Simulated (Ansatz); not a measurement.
# The perfect GaAs wire along [110], 8 atoms a period, H-terminated, part 3 of 3

What gap, if any, does the GaAs wire along [110], 8 atoms a period, H-terminated have, and how does it change with the functional and under strain?

Ansatz 0.2.0; DFT PBE, plane waves, PAW; relaxation of a wire's period; PAW set soft_1 (the session's first sound run).

So far, band gap (eV): step 3 (the perfect wire, PBE) 1.36; step 4 (another level of theory, cutoff 500 eV, k-mesh 1×1×15, r2SCAN PBE) 1.64; step 5 (levels at the same atoms, level HSE06, cutoff 420 eV, HSE06 PBE) 2.04; step 6 (two-component spinors, k-mesh 1×1×13, PBE spin-orbit) 1.35.

## 8. Strain along the wire, period over the relaxed period 1.06

This step: DFT PBE, plane waves, PAW; relaxation at a fixed period; PAW set soft_1 (Ansatz 0.2.0).

The period is set to 1.06 times the relaxed one and the atoms relax within it: strain changes bond lengths and angles, which shifts the bands against each other. Against the first PBE run of this kind, the mesh along the wire has 14 points against 20.

The cell differs from the one that the last finished run ended in (c 4.136 → 4.384 Å).

Contents of input.yaml:

```yaml
crystal:
  lattice:
    - [15.795, 0.0, 0.0]
    - [0.0, 13.446, 0.0]
    - [0.0, 0.0, 4.3844928446]
  atoms:
    - { symbol: H, position: [0.404267266, 0.245363807, 0.0] }
    - { symbol: Ga, position: [0.44895446, 0.349125557, 0.0] }
    - { symbol: H, position: [0.224768378, 0.602942915, 0.5] }
    - { symbol: H, position: [0.224768378, 0.397057085, 0.5] }
    - { symbol: Ga, position: [0.271240618, 0.5, 0.5] }
    - { symbol: As, position: [0.541334916, 0.646163871, 0.5] }
    - { symbol: As, position: [0.541334916, 0.353836129, 0.5] }
    - { symbol: H, position: [0.603776573, 0.732891025, 0.5] }
    - { symbol: H, position: [0.603776573, 0.267108975, 0.5] }
    - { symbol: Ga, position: [0.63130798, 0.5, 0.5] }
    - { symbol: As, position: [0.364453903, 0.5, 0.0] }
    - { symbol: H, position: [0.404267266, 0.754636193, 0.0] }
    - { symbol: Ga, position: [0.44895446, 0.650874443, 0.0] }
    - { symbol: As, position: [0.72157375, 0.5, 0.0] }
    - { symbol: H, position: [0.784703753, 0.585269391, 0.0] }
    - { symbol: H, position: [0.784703753, 0.414730609, 0.0] }
kpoints:
  mp_grid: { grid: [1, 1, 14] }
  band_path: { path: ["Γ", Z], npoints: 90 }
scf:
  occupations: { method: fermi_dirac, width: 0.05 }
hamiltonian:
  xc: pbe
  pseudopotentials: { kind: paw, azcp: { folder: soft_1 } }
relax:
  max_steps: 40
  f_tol: 0.02
output:
  stress: true
```

Command:

```
ansatz run input.yaml --threads 4 --pin off --max-ram 16384MiB --backend cpu --events-out ev --progress --plain --runs-dir out
```

Numbers of over 12 decimals in the logs are rounded to 6 here.

The program printed:

```text
Warning: output.stress: scf.convergence.dr2_threshold = 1e-7 eV (the SCF's general default) is looser than the 1.6e-9 eV advised for a printed stress (1e-10 eV for each atom of the cell: 16). What an SCF threshold leaves in a stress goes as its square root, and in the free energy as the threshold itself, and one threshold admits the most on a small cell: [figures from the program's tests cut] Every solve of this run  [...]
[...]
Crystal: 16 atoms, lattice volume = 931.177 Å³
Basis set: ecut = 420 eV, 18267 PW (Γ), exchange–correlation on 216×180×60 points (8 copies of the dense FFT grid, shifted against one another)
Bands: 76, of which v1, the nominal top of the filled ones, is band 60 counted from 1 (59 counted from 0)
Symmetry: 4 space group operations
[...]
k-points: 8 of 14
[...]
SCF iter   1: F=—  HF=-34685.817444 eV  |F-HF|=—  |Δ(HF+E_count)|=         —  Δρ=3.05e-2  dr2=8.64e0  ethr=3.10e-3  ⟨swp⟩=6.9  Hψ=2633  notcnv=0  defer=5
[...]
SCF iter   8: F=-34683.147768 eV  HF=-34683.147768 eV  |F-HF|=7.22e-7  |Δ(HF+E_count)|=   7.31e-6  Δρ=1.41e-5  dr2=2.22e-6  ethr=8.33e-9  ⟨swp⟩=4.0  Hψ=2037  notcnv=0
SCF 1 converged in 8 iterations: F = -34683.147768 eV  dr2 = 2.22e-6
[...]
relax step   1: F+E_penalty+E_count = -34683.14776831 eV  Δ(F+E_penalty+E_count) = +0.000e0 eV  max|allowed force component| = 4.345e-1 eV/Å  Δτ_max = 0.0000 Å  (8 SCF iters, dr2 threshold 1.00e-5 eV, accepted)
[...]
SCF iter   6: F=-34683.192522 eV  HF=-34683.192527 eV  |F-HF|=4.97e-6  |Δ(HF+E_count)|=   2.04e-5  Δρ=2.76e-5  dr2=9.78e-6  ethr=9.84e-9  ⟨swp⟩=3.0  Hψ=2456  notcnv=0
SCF 2 converged in 6 iterations: F = -34683.192522 eV  dr2 = 9.78e-6
relax step   2: F+E_penalty+E_count = -34683.19252160 eV  Δ(F+E_penalty+E_count) = -4.475e-2 eV  max|allowed force component| = 2.006e-1 eV/Å  Δτ_max = 0.1901 Å  (6 SCF iters, dr2 threshold 1.18e-5 eV, accepted)
SCF iter   1: F=—  HF=-34683.218317 eV  |F-HF|=—  |Δ(HF+E_count)|=         —  Δρ=3.07e-3  dr2=4.71e-2  ethr=3.72e-4  ⟨swp⟩=4.6  Hψ=1230  notcnv=0  defer=76
[...]
SCF iter   6: F=-34683.210827 eV  HF=-34683.210828 eV  |F-HF|=4.27e-7  |Δ(HF+E_count)|=   2.41e-6  Δρ=1.10e-5  dr2=1.30e-6  ethr=2.10e-9  ⟨swp⟩=5.0  Hψ=2157  notcnv=0
SCF 3 converged in 6 iterations: F = -34683.210827 eV  dr2 = 1.30e-6
relax step   3: F+E_penalty+E_count = -34683.21082709 eV  Δ(F+E_penalty+E_count) = -1.831e-2 eV  max|allowed force component| = 2.157e-2 eV/Å  Δτ_max = 0.0707 Å  (6 SCF iters, dr2 threshold 2.51e-6 eV, accepted)
SCF iter   1: F=—  HF=-34683.211040 eV  |F-HF|=—  |Δ(HF+E_count)|=         —  Δρ=3.11e-4  dr2=4.87e-4  ethr=3.80e-6  ⟨swp⟩=2.0  Hψ=1047  notcnv=0  defer=72
[...]
SCF iter   6: F=-34683.210959 eV  HF=-34683.210959 eV  |F-HF|=4.29e-10  |Δ(HF+E_count)|=   1.70e-8  Δρ=9.71e-7  dr2=8.82e-9  ethr=8.33e-11  ⟨swp⟩=4.0  Hψ=1960  notcnv=0
SCF 4 converged in 6 iterations: F = -34683.210959 eV  dr2 = 8.82e-9
relax step   4: F+E_penalty+E_count = -34683.21095853 eV  Δ(F+E_penalty+E_count) = -1.314e-4 eV  max|allowed force component| = 1.700e-2 eV/Å  Δτ_max = 0.0068 Å  (6 SCF iters, accepted)
[...]
the band table was solved once a step of the walk had ended and its energy, with any forces and stress, was formed, with the checks that follow a solve (3290 applications of the Hamiltonian). They found nothing against the state; the energy, forces and stress were not computed again (output.eigenvalues in the input reference)
[...]
SCF converged after 6 iterations
Free energy (F): -34683.210959 eV
[...]
Internal energy: -34683.210958 eV  (E = F + TS)
E sigma→0 (E₀):  -34683.210958 eV
Entropy (-TS):   -0.000000 eV (-0.000 meV/atom)
Fermi energy:    -1.983457 eV
[...]
--- Forces (eV/Å), atoms counted from 1 ---
  atom   1  H     -0.00163937     0.00173393     0.00000000
  atom   2  Ga     0.00973768    -0.00180571     0.00000000
  atom   3  H      0.00206489    -0.00140341     0.00000000
  atom   4  H      0.00206489     0.00140341     0.00000000
  atom   5  Ga    -0.00298544     0.00000000     0.00000000
  atom   6  As    -0.00820398     0.00036343     0.00000000
  atom   7  As    -0.00820398    -0.00036343     0.00000000
  atom   8  H      0.00458960    -0.00338876     0.00000000
  atom   9  H      0.00458960     0.00338876     0.00000000
  atom  10  Ga     0.00866936    -0.00000000     0.00000000
  atom  11  As    -0.01700038     0.00000000     0.00000000
  atom  12  H     -0.00163937    -0.00173393     0.00000000
  atom  13  Ga     0.00973768     0.00180571     0.00000000
  atom  14  As    -0.00080958     0.00000000     0.00000000
  atom  15  H     -0.00048426     0.00231712     0.00000000
  atom  16  H     -0.00048426    -0.00231712     0.00000000
  max |Σ_I F_I| component: 3.07e-6 eV/Å
--- Stress (GPa, compression-positive) ---
       -0.018700       0.000000      -0.000000
        0.000000       0.004321      -0.000000
       -0.000000      -0.000000      -0.908010
  P = ⅓ Tr σ = -0.3075 GPa (-3.075 kbar)
--- Band table (eV; the first three rows and the last of 8) ---
  k-point 0: bands = [... 56 lower, -3.6120, -3.5098, -3.1962, -2.6992, -1.3320, -0.5869, -0.4220, 0.0590, ... 12 higher]
  k-point 1: bands = [... 56 lower, -3.6334, -3.4632, -3.2701, -2.7091, -1.1215, -0.3606, -0.2300, 0.2778, ... 12 higher]
  k-point 2: bands = [... 56 lower, -3.6755, -3.4689, -3.4361, -2.7370, -0.5930, 0.1652, 0.2610, 0.7054, ... 12 higher]
  k-point 7: bands = [... 56 lower, -4.1225, -3.8989, -3.5609, -3.5565, 0.3145, 0.5562, 0.7142, 0.9255, ... 12 higher]
--- Relaxed structure (4 steps of the walk, 4 accepted, 0 SCFs on fresh bases) ---
  F+E_penalty+E_count = -34683.21095853 eV   max|allowed force component| = 1.700e-2 eV/Å
  atoms:
    - { symbol: H, position: [0.408517, 0.244317, 0.0] }
    - { symbol: Ga, position: [0.451121, 0.349451, 0.0] }
    - { symbol: H, position: [0.232317, 0.603633, 0.5] }
    - { symbol: H, position: [0.232317, 0.396367, 0.5] }
    - { symbol: Ga, position: [0.277432, 0.500000, 0.5] }
    - { symbol: As, position: [0.538124, 0.646358, 0.5] }
    - { symbol: As, position: [0.538124, 0.353642, 0.5] }
    - { symbol: H, position: [0.601679, 0.732072, 0.5] }
    - { symbol: H, position: [0.601679, 0.267928, 0.5] }
    - { symbol: Ga, position: [0.628572, 0.500000, 0.5] }
    - { symbol: As, position: [0.365602, 0.500000, 0.0] }
    - { symbol: H, position: [0.408517, 0.755683, 0.0] }
    - { symbol: Ga, position: [0.451121, 0.650549, 0.0] }
    - { symbol: As, position: [0.713615, 0.500000, 0.0] }
    - { symbol: H, position: [0.777724, 0.584526, 0.0] }
    - { symbol: H, position: [0.777724, 0.415474, 0.0] }
```

It took 2.9 min on 4 threads of Arm Neoverse V1, shared host; peak memory 3.9 GiB; 12 min of CPU time.

Relaxation path:

| step | energy less that of the first step (eV) | largest force component (eV/Å) |
| --- | --- | --- |
| 1 | 0.0000 | 0.4345 |
| 2 | -0.0448 | 0.2006 |
| 3 | -0.0631 | 0.0216 |
| 4 | -0.0632 | 0.0170 |

The run keeps the 4 symmetry operations that it works with, so distortions that break them were not tested.

The atoms that moved most (Å):

| atom | dx | dy | dz | length |
| --- | --- | --- | --- | --- |
| As14 | -0.126 | 0.000 | 0.000 | 0.126 |
| H4 | 0.119 | -0.009 | 0.000 | 0.120 |
| H3 | 0.119 | 0.009 | 0.000 | 0.120 |
| H16 | -0.110 | 0.010 | 0.000 | 0.111 |
| H15 | -0.110 | -0.010 | 0.000 | 0.111 |
| Ga5 | 0.098 | 0.000 | 0.000 | 0.098 |
| H12 | 0.067 | 0.014 | 0.000 | 0.069 |
| H1 | 0.067 | -0.014 | 0.000 | 0.069 |

Final coordinates:

```cif
data_structure
_symmetry_space_group_name_H-M 'P 1'
_symmetry_Int_Tables_number 1
_cell_length_a 15.7950
_cell_length_b 13.4460
_cell_length_c 4.3845
_cell_angle_alpha 90.000
_cell_angle_beta 90.000
_cell_angle_gamma 90.000
_cell_volume 931.18
loop_
_atom_site_label
_atom_site_type_symbol
_atom_site_fract_x
_atom_site_fract_y
_atom_site_fract_z
_atom_site_occupancy
H1 H 0.40852 0.24432 0.00000 1
Ga2 Ga 0.45112 0.34945 0.00000 1
H3 H 0.23232 0.60363 0.50000 1
H4 H 0.23232 0.39637 0.50000 1
Ga5 Ga 0.27743 0.50000 0.50000 1
As6 As 0.53812 0.64636 0.50000 1
As7 As 0.53812 0.35364 0.50000 1
H8 H 0.60168 0.73207 0.50000 1
H9 H 0.60168 0.26793 0.50000 1
Ga10 Ga 0.62857 0.50000 0.50000 1
As11 As 0.36560 0.50000 0.00000 1
H12 H 0.40852 0.75568 0.00000 1
Ga13 Ga 0.45112 0.65055 0.00000 1
As14 As 0.71362 0.50000 0.00000 1
H15 H 0.77772 0.58453 0.00000 1
H16 H 0.77772 0.41547 0.00000 1
```

This step gave:

* band gap: 1.367 eV

Electronic bands along the path, in eV, zero at the Fermi level; v1 is the highest filled band, c1 the lowest empty one:

| point | v4 | v3 | v2 | v1 | c1 | c2 | c3 | c4 |
| --- | --- | --- | --- | --- | --- | --- | --- | --- |
| Γ | -1.63 | -1.53 | -1.21 | -0.72 | 0.65 | 1.40 | 1.56 | 2.04 |
| halfway | -1.83 | -1.62 | -1.59 | -0.92 | 2.18 | 2.58 | 2.59 | 2.91 |
| Z | -2.14 | -1.92 | -1.58 | -1.57 | 2.30 | 2.54 | 2.70 | 2.91 |

The gap is 1.37 eV, against 1.36 eV under PBE at the relaxed period.

## 9. At a strained period, period over the relaxed period 1.1

The period is set to 1.1 times the relaxed one and the atoms relax within it: strain changes bond lengths and angles, which shifts the bands against each other. Against the first PBE run of this kind, the mesh along the wire has 14 points against 20.

The cell differs from the one that the last finished run ended in (c 4.384 → 4.550 Å).

input.yaml, as its differences from that of step 8:

```diff
@@ -4,3 +4,3 @@
     - [0.0, 13.446, 0.0]
-    - [0.0, 0.0, 4.3844928446]
+    - [0.0, 0.0, 4.5499454047]
   atoms:
```

The program printed:

```text
[...]
Crystal: 16 atoms, lattice volume = 966.315 Å³
Basis set: ecut = 420 eV, 18971 PW (Γ), exchange–correlation on 216×180×64 points (8 copies of the dense FFT grid, shifted against one another)
Bands: 76, of which v1, the nominal top of the filled ones, is band 60 counted from 1 (59 counted from 0)
Symmetry: 4 space group operations
[...]
- { symbol: H, position: [0.600349, 0.731459, 0.5] }
    - { symbol: H, position: [0.600349, 0.268541, 0.5] }
    - { symbol: Ga, position: [0.626670, 0.5, 0.5] }
    - { symbol: As, position: [0.366234, 0.5, 0.0] }
    - { symbol: H, position: [0.411575, 0.756193, 0.0] }
    - { symbol: Ga, position: [0.452617, 0.650129, 0.0] }
    - { symbol: As, position: [0.708254, 0.5, 0.0] }
    - { symbol: H, position: [0.772917, 0.584129, 0.0] }
    - { symbol: H, position: [0.772917, 0.415871, 0.0] }
[key lines of the parts left out:]
SCF converged after 6 iterations
Free energy (F): -34682.959913 eV
Fermi energy:    -2.185692 eV
P = ⅓ Tr σ = -0.4593 GPa (-4.593 kbar)
```

It took 3.1 min on 4 threads; peak memory 4 GiB; 12 min of CPU time.

Step by step:

| step | energy less that of the first step (eV) | largest force component (eV/Å) |
| --- | --- | --- |
| 1 | 0.0000 | 0.6414 |
| 2 | -0.1293 | 0.2431 |
| 3 | -0.1500 | 0.0560 |
| 4 | -0.1521 | 0.0248 |
| 5 | -0.1524 | 0.0095 |

The run keeps the 4 symmetry operations that it works with, so distortions that break them were not tested.

The atoms that moved most (Å):

| atom | dx | dy | dz | length |
| --- | --- | --- | --- | --- |
| As14 | -0.210 | 0.000 | 0.000 | 0.210 |
| H3 | 0.199 | 0.017 | 0.000 | 0.200 |
| H4 | 0.199 | -0.017 | 0.000 | 0.200 |
| H15 | -0.186 | -0.015 | 0.000 | 0.187 |
| H16 | -0.186 | 0.015 | 0.000 | 0.187 |
| Ga5 | 0.159 | 0.000 | 0.000 | 0.159 |
| H12 | 0.115 | 0.021 | 0.000 | 0.117 |
| H1 | 0.115 | -0.021 | 0.000 | 0.117 |

Final coordinates:

```xyz
16
Lattice="15.7950 0.0000 0.0000 0.0000 13.4460 0.0000 0.0000 0.0000 4.5499" Properties=species:S:1:pos:R:3
H     6.5008    3.2782    0.0000
Ga    7.1491    4.7044    0.0000
H     3.7494    8.1242    2.2750
H     3.7494    5.3218    2.2750
Ga    4.4432    6.7230    2.2750
As    8.4665    8.6922    2.2750
As    8.4665    4.7538    2.2750
H     9.4825    9.8352    2.2750
H     9.4825    3.6108    2.2750
Ga    9.8983    6.7230    2.2750
As    5.7847    6.7230    0.0000
H     6.5008   10.1678    0.0000
Ga    7.1491    8.7416    0.0000
As   11.1869    6.7230    0.0000
H    12.2082    7.8542    0.0000
H    12.2082    5.5918    0.0000
```

Numbers from this step:

```yaml
band_gap: 1.270 eV
```

The gap is 1.27 eV, against 1.36 eV under PBE at the relaxed period.

## 10. What came out

```
cell length, PBE              : 4.136 Å
gap, PBE                      : 1.36 eV
gap, r2SCAN                   : 1.64 eV
gap, HSE06                    : 2.04 eV
gap, with spin-orbit coupling : 1.35 eV
gap, period scaled by 1.06    : 1.37 eV
gap, period scaled by 1.1     : 1.27 eV
```

What this shows: Under PBE the cell's length is 4.14 Å, and a gap of 1.36 eV makes it a semiconductor. At the relaxed period the wire is gapped under every functional, from 1.36 eV (PBE) to 2.04 eV (HSE06). Weak screening in one dimension makes quasiparticle gaps larger than the semilocal gaps, as a rule. Strain matters: under PBE the gap goes from 1.36 eV to 1.37 eV at 1.06 times the period and 1.27 eV at 1.1 times the period. Plain hydrogen on a compound's surface is a simple closure: it may leave surface states, and facets that end in unlike atoms put a field across the wire, both of which shrink the gap. A hybrid's gap is read on a coarse mesh, without a band path.

[Logs are printed without paths, hosts, clocks, repeated set-up lines and the standing remarks that a program may print on its own settings, such as how far it seeks lower states.]

[Hosts, paths, dates, database ids (printed as entryN), source tags and the programs' standing remarks are cut or masked in the printed files.]
